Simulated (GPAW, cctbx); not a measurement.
# (MgO)2(TiC)2: deformation density and structure factors from DFT

Aim: compute the bonding part of the density of (MgO)2(TiC)2, find which reflections carry it, and see how it biases an ordinary refinement.

The cell is a (MgO)2(TiC)2 superlattice along [001] of the rock-salt type, started at the mean lattice constant and relaxed freely, with no substrate. All numbers below are calculated.

**1. Relax the structure**

The density hangs on the geometry, so cell and atoms are relaxed first, with the symmetry held. The cutoff is set higher than for the density because stress converges slowly with plane waves.

Settings: GPAW 26.7.0, PBE, 900 eV, 7×7×3 k-points (along the axes of the calculation cell), Fermi–Dirac width 0.1 eV, BFGS to 0.03 eV/Å.

```text
cell
1.0
     3.037023625    0.000000000    0.000000000
     0.000000000    3.037023625    0.000000000
     0.000000000    0.000000000    8.590000000
Mg O Ti C
2 2 2 2
Direct
0.500000000 0.000000000 0.875000000
0.000000000 0.500000000 0.125000000
0.000000000 0.500000000 0.875000000
0.500000000 0.000000000 0.125000000
0.500000000 0.000000000 0.375000000
0.000000000 0.500000000 0.625000000
0.000000000 0.500000000 0.375000000
0.500000000 0.000000000 0.625000000
```

```console
$ OMP_NUM_THREADS=1 mpirun -n 4 gpaw python run.py > gpaw.log
```

```text
BFGS:    0      -58.412697        0.763481
BFGS:    1      -58.448941        0.575454
BFGS:    2      -58.506169        0.428302
BFGS:    3      -58.510100        0.395291
...
BFGS:   14      -58.541250        0.041772
BFGS:   15      -58.541324        0.031372
BFGS:   16      -58.541360        0.018416
cell  3.0288 3.0288 8.8230  90.00 90.00 90.00
volume 80.937 A^3, largest force 0.018 eV/A, largest stress 0.04 GPa
```

After 16 steps the volume has changed by +2.2 % and the energy by -0.129 eV; the largest stress left is 0.04 GPa. It took 6.3 min on 4 cores of Arm Neoverse V1 (shared host), peak memory 1.5 GiB.

Relaxed structure: P4/nmm (no. 129, origin choice 1), a = 3.0288 Å, b = 3.0288 Å, c = 8.8230 Å, α = 90.00°, β = 90.00°, γ = 90.00°.

| atom | mult. | x | y | z |
| --- | --- | --- | --- | --- |
| Ti1 | 2 | 1/2 | 0 | 0.3777 |
| Mg1 | 2 | 1/2 | 0 | 0.8791 |
| O1 | 2 | 0 | 1/2 | 0.8801 |
| C1 | 2 | 0 | 1/2 | 0.3780 |

**2. Density and charge transfer**

X-rays see the whole electron density, so the PAW density is rebuilt with its core regions. Subtracting spherical free atoms from the same code cancels the cores and leaves the deformation density Δρ, the part due to bonding.

Settings: PBE, 550 eV, 8×8×3 k-points (along the axes of the calculation cell), Fermi–Dirac width 0.1 eV; primitive cell of 8 atoms.

```console
$ OMP_NUM_THREADS=1 mpirun -n 4 gpaw python run.py > gpaw.log
```

```text
|iter:   1|       0s |  -65.750830 | +0.15 |       |
|iter:   2|       2s |  -63.155940 | -1.18 | -0.86 |
|iter:   3|       4s |  -58.099870 | -0.12 | -0.93 |
...
|iter:   9|      14s |  -58.002116c| -5.60 | -3.55 |
|iter:  10|      15s |  -58.002118c| -6.61 | -4.13c|
|iter:  11|      17s |  -58.002119c| -7.58c| -4.77c|
```

```text
grid (36, 36, 96)  electrons 96.000  moved by bonding 2.101 e
deformation density beyond 0.5 A of the nuclei: max 0.178, min -0.216 e/A^3
atom        x       y       z   Voronoi charge  moment
Ti1    0.5000  0.0000  0.3777      0.390       0.00
Ti2    0.0000  0.5000  0.6223      0.390       0.00
Mg3    0.5000  0.0000  0.8791      0.425       0.00
Mg4    0.0000  0.5000  0.1209      0.425       0.00
O 5    0.0000  0.5000  0.8801     -0.352       0.00
O 6    0.5000  0.0000  0.1199     -0.352       0.00
C 7    0.0000  0.5000  0.3781     -0.462       0.00
C 8    0.5000  0.0000  0.6219     -0.462       0.00
mean inner potential of superposed free atoms 21.269 V
total magnetic moment 0.000 muB
```

Deformation density in a plane through the shortest contact of the Mg atom at the origin, in 0.01 e/Å³ (clipped at ±99); x from -1.6 to 3.7 Å, y from 2.4 down to -2.4 Å:

```text
 -3  -3   7  13   .   .  15   8  -3  -3   .   .  -3  -3   4   8
  2  -2   7  12   .   .  15   9  -2  -1   .   .  -2  -3   4   8
 -9  -5   2   9  16  17  11   3  -4  -6  -2  -2  -6  -4   2   7
 -2  -3  -2   1   6   7   2  -2  -4  -3  -2  -2  -4  -4  -2   3
  5   0  -4  -5  -4  -4  -5  -4  -1   6  11  10   5  -1  -4  -5
  7   3  -3  -5   .   .  -5  -4   6  13   .   .  12   5  -4  -8
  7   5  -3  -2   .   .  -1  -2   9  14   .   .  11   8  -2   6
  7   3  -3  -5   .   .  -5  -4   6  13   .   .  12   5  -4  -8
  5   0  -4  -5  -4  -4  -5  -4  -1   6  11  10   5  -1  -4  -5
 -2  -3  -2   1   6   7   2  -2  -4  -3  -2  -2  -4  -4  -2   3
 -9  -5   2   9  16  17  11   3  -4  -6  -2  -2  -6  -4   2   7
  2  -2   7  12   .   .  15   9  -2  -1   .   .  -2  -3   4   8
 -3  -3   7  13   .   .  15   8  -3  -3   .   .  -3  -3   4   8
```

Atoms in or within 0.15 Å of the plane: Mg (0.0, 0.0), Mg (2.1, 2.1), Mg (2.1, -2.1), O (0.0, 2.1), O (0.0, -2.1), O (2.1, 0.0) Å. Dots mark points within about 0.45 Å of a nucleus; large values next to them are atomic features.

C gains most (-0.46 e) and Mg loses most (+0.42 e), which isn't the order of electronegativity: valence and coordination count too, and Voronoi cells cut space at the midplane whatever the atoms' sizes. Such charges fall far short of formal ones, since overlapping free atoms already put density on their neighbours. Along the shortest contact from the Mg atom at the map's origin, Mg–O at 2.12 Å, Δρ is +0.03 e/Å³ at the midpoint and highest, +0.16, 1.53 Å from Mg (points within 0.5 Å of a nucleus left out): little sits at the middle, as in a polar contact, whose build-up shifts to the more electronegative atom. At the midpoints of other shortest contacts it is +0.09 (Ti–C, 2.14 Å), +0.03 (Mg–C, 2.27 Å), +0.01 (Ti–O, 2.27 Å) and -0.04 (O–O, 3.01 Å) e/Å³. Point values carry grid noise of about 0.01 e/Å³. The run needed 11 iterations, 26 s.

**3. From the density to structure factors**

The Fourier components of Δρ, added to those of the free atoms, give the static X-ray structure factors; the Mott–Bethe relation turns them into the Fourier components V of the potential that fast electrons feel.

```text
static structure factors of the conventional cell: F in electrons, V (Mott-Bethe) in volts
   h  k  l      d  |F| table  |F| free   |F| DFT   change   |V| free  |V| DFT  change %
   0  0  1  8.8230    10.530    10.552    10.758    0.206     2.890    1.982    -31.4
   0  0  2  4.4115     3.618     3.618     3.745    0.127     0.664    0.524    -21.1
   0  0  3  2.9410     8.348     8.331     8.442    0.111     1.648    1.594     -3.3
   1  0  1  2.8647    13.708    13.590    13.523   -0.067     1.437    1.468      2.2
   1  0  2  2.4969    31.185    31.123    29.705   -1.418     3.129    3.629     16.0
   0  0  4  2.2058    63.766    63.580    64.566    0.986     8.823    8.552     -3.1
   1  1  0  2.1417    63.076    62.894    63.492    0.597     8.599    8.444     -1.8
   1  0  3  2.1100    12.771    12.678    12.712    0.034     1.292    1.283     -0.7
   1  1  1  2.0812     6.624     6.644     6.353   -0.291     1.119    1.191      6.4
   1  1  2  1.9266     2.610     2.603     2.651    0.048     0.340    0.330     -3.0
   1  0  4  1.7830     1.936     1.930     1.814   -0.116     0.104    0.125     20.0
   0  0  5  1.7646     5.787     5.831     5.662   -0.169     0.894    0.924      3.3
   1  1  3  1.7313     6.275     6.311     6.121   -0.190     0.914    0.946      3.5
   1  1  4  1.5365    51.311    51.248    51.201   -0.047     5.930    5.937      0.1
```

The largest X-ray change is -1.42 e on 102, 4.6 % of |F|. For electrons V goes as (Z − F)/g², so a change of F counts against Z − F, which is small at low angle and wherever the atoms' terms cancel: |V| of 001 moves by -31.4 % (2.89 to 1.98 V) against +2.0 % in |F|. The tabulated Hartree–Fock atoms differ from the free DFT atoms by up to 0.19 e, so the choice of reference atom matters too.

**4. How cheap can the run be?**

Cutoff: one is changed at a time, to find what the result needs.

| run | ΔF 102 (e) | ΔF 004 (e) | ΔF 110 (e) | q(C) (e) | moved (e) | time |
| --- | --- | --- | --- | --- | --- | --- |
| 550 eV 8×8×3 | -1.418 | +0.986 | +0.597 | -0.462 | 2.101 | 26 s |
| 250 eV 8×8×3 | -1.054 | +0.590 | +0.187 | -0.432 | 2.438 | 11 s |
| 350 eV 8×8×3 | -1.344 | +0.896 | +0.503 | -0.460 | 2.188 | 14 s |

No other run stays within 0.03 e of the base. The largest error, 0.410 e, comes with 250 eV 8×8×3. The moved charge is off by up to 16 % among these runs. Times are from shared hosts.

**5. Refining ordinary atoms against data with bonding**

Routine crystallography fits spherical atoms. To see the bias, intensities are simulated from tabulated atoms plus the DFT change ΔF, so that bonding alone can misfit (5244 reflections of the full sphere, merged to the counts below, to 0.4 Å, 1 % proportional noise plus counting noise, assumed isotropic U as listed, Δρ smeared by the mean U) and refined with cctbx over different ranges.

```csv
range,data,R1,GooF,U Ti1 (true 0.0067),U Mg1 (true 0.0081),U O1 (true 0.0089),U C1 (true 0.0095),largest shift (Å),"Δρ max, min (e/Å³)"
all data,455,0.0083,1.43,0.0066,0.0081,0.0088,0.0095,0.0001,"0.26, -0.29"
"low resolution, d > 0.84",65,0.0102,2.97,0.0064,0.0076,0.0086,0.0093,0.0011,"0.18, -0.12"
"high order, d < 0.75",370,0.0075,0.98,0.0067,0.0081,0.0089,0.0095,0.0002,"0.22, -0.18"
"occupancies free, d > 0.7",103,0.0080,2.15,0.0066,0.0082,0.0100,0.0109,0.0004,"0.15, -0.13"
```

With all data GooF is 1.43, so the misfit of spherical atoms stands above the noise; the top residual peak lies 0.03 Å from O and 2.14 Å from Mg, on the atom. No U is off by more than 3 s.u. at low resolution. With Ti1 held at 1 and the scale free, the other occupancies refine to Mg1 1.006(0.004), O1 1.035(0.007) and C1 1.043(0.011), on sites that are all full: they absorb part of the misfit, and only ratios to the fixed site mean anything.

**6. Answer**

Bonding moves 2.10 e in the primitive cell of (MgO)2(TiC)2 and changes the structure factors of the conventional cell in the table above by at most 1.42 e (102, 4.6 %), and among reflections above 2 % of the strongest by up to 6.0 % (104). The shortest bond, Mg–O, has Δρ = +0.03 e/Å³ at its midpoint, low for a shared bond; with the charge transfer this is a polar contact. No other run stays within 0.03 e of the base. The largest error, 0.410 e, comes with 250 eV 8×8×3. The moved charge is off by up to 16 % among these runs. With all data GooF is 1.43, so the misfit of spherical atoms stands above the noise. Limits: static density, frozen cores, no spin–orbit coupling; no Hubbard U on Ti.

[Outputs are excerpts: Python notices, other lines and further rows are left out; steps that failed or that the build refused (PBEsol, TPSS) are not shown.]

[Logs are printed without paths, hosts, clocks, repeated set-up lines and the standing remarks that a program may print on its own settings, such as how far it seeks lower states.]
